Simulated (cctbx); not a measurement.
## ErV3B: solution and refinement

Cell a = 4.1240 Å, b = 4.1240 Å, c = 4.1240 Å, α = 90.00°, β = 90.00°, γ = 90.00°; space group Pm-3m (no. 221); content Er1 V3 B1.

The data are simulated with cctbx, not measured: Mo Kα, λ = 0.71073 Å, to d = 0.7 Å, 70 % of the full sphere, strongest reflection 5000 counts, noise from counting, a 3 % proportional error and a noise floor of 8 counts (s.d.); no absorption.

Charge flipping in P1 on normalised amplitudes to 0.8 Å, δ = 1.2 σ, 20 % of the reflections treated as weak, 200 cycles:

```text
cycle      R  skewness
    0  0.426     0.32
   16  0.333     2.58
   32  0.260     3.49
   48  0.225     3.39
   64  0.216     3.37
   80  0.200     3.35
   96  0.212     3.23
  112  0.205     3.25
  128  0.207     3.26
  144  0.199     3.19
  160  0.201     3.10
  176  0.223     3.10
  192  0.224     3.16
origin shift          correlation  skewness
 0.040  0.626  0.206      0.992     10.03
 0.049  0.132  0.213      0.990      6.18
 0.049  0.634  0.712      0.989      3.46
 0.184  0.811  0.212      0.907      0.75
taken: symmetry correlation 0.992, skewness 10.03
peak      x       y       z  mult  height/sigma
Q1    0.5000  0.5000  0.5000    1     21.6
Q2    0.0000  0.0000  0.5000    3      4.8
Q3    0.0000  0.0000  0.0000    1      2.5
Q4    0.3390  0.3390  0.3390    8      0.9
Q5    0.0000  0.5000  0.5000    3      0.8
Q6    0.0000  0.1727  0.1727   12      0.4
Q7    0.1131  0.2821  0.5000   24      0.3
```

The origin is taken among those within 0.04 of the best correlation, by the skewness of the map.

It took 1.4 s on 1 thread of Arm Neoverse N1, with other jobs on the host, peak memory 0.07 GiB.

**Question.** Which peaks are atoms, and which elements?

Heights go roughly as Z and multiplicities must add up to the content. First model: Q1 = Er1 (1 in the cell, height 21.6), Q2 = V1 (3 in the cell, height 4.8) and Q3 = B1 (1 in the cell, height 2.5). Against the true structure, Q1 is Er, Q2 is V and Q3 is B; the other peaks are not atoms.

Least squares on F², isotropic:

```text
Rint 0.041, 38 unique reflections to 0.71 A
cycle     R1     wR2    GooF  max shift (A)
   1  0.1275  0.2739  17.284   0.00000
   2  0.0073  0.0177   1.117   0.00000
final R1 0.0073 wR2 0.0177 GooF 1.117  parameters 3  data/parameter 12.7
atom        x        y        z      Ueq    occ   su(xyz)  su(Uiso or U11)
Er1    0.50000  0.50000  0.50000   0.0071  1.000  0.00000  0.0001
V1     0.00000  0.00000  0.50000   0.0122  1.000  0.00000  0.0003
B1     0.00000  0.00000  0.00000   0.0123  1.000  0.00000  0.0017
difference map: max 0.69 min -0.51 rms 0.13
Q1    0.0000  0.0000  0.3707    6    0.69  0.53 A from V1
Q2    0.2467  0.5000  0.5000    6    0.39  1.04 A from Er1
Q3    0.1383  0.1383  0.5000   12    0.35  0.81 A from V1
Q4    0.0904  0.0904  0.2932   24    0.21  1.00 A from V1
Q5    0.3086  0.3086  0.5000   12    0.19  1.12 A from Er1
```

Anisotropic refinement:

```text
Rint 0.041, 38 unique reflections to 0.71 A
cycle     R1     wR2    GooF  max shift (A)
   1  0.0073  0.0177   1.134   0.00000
   2  0.0062  0.0141   0.905   0.00000
final R1 0.0062 wR2 0.0141 GooF 0.905  parameters 4  data/parameter 9.5
atom        x        y        z      Ueq    occ   su(xyz)  su(Uiso or U11)
Er1    0.50000  0.50000  0.50000   0.0071  1.000  0.00000  0.0001
V1     0.00000  0.00000  0.50000   0.0122  1.000  0.00000  0.0002
B1     0.00000  0.00000  0.00000   0.0130  1.000  0.00000  0.0015
difference map: max 0.39 min -0.37 rms 0.11
Q1    0.1490  0.5000  0.5000    6    0.39  1.45 A from Er1
Q2    0.1304  0.1304  0.5000   12    0.35  0.76 A from V1
Q3    0.0000  0.0000  0.3055    6    0.31  0.80 A from V1
Q4    0.3242  0.3242  0.5000   12    0.18  1.03 A from Er1
Q5    0.1250  0.1250  0.3333   24    0.17  1.00 A from V1
Q6    0.2594  0.2594  0.2594    8    0.16  1.72 A from Er1
```

**Reading.** The refinement ends at R1 = 0.0062, wR2 = 0.0141, GooF = 0.91, with difference density between -0.37 and 0.39 e/Å³. Every site matches the true model in element, within 0.001 Å r.m.s., up to an allowed shift of origin.

True model:

```csv
atom,mult.,x,y,z,Ueq (Å²)
Er1,1,0,0,0,0.0071
V1,3,1/2,0,1/2,0.0123
B1,1,1/2,1/2,1/2,0.0107
```

The model was made for the exercise: a known structure type with other elements put in, its volume estimated, not relaxed; displacement parameters are assumed.

[Middle refinement cycles are left out of these outputs.]

[Logs are printed without paths, hosts, clocks, repeated set-up lines and the standing remarks that a program may print on its own settings, such as how far it seeks lower states.]
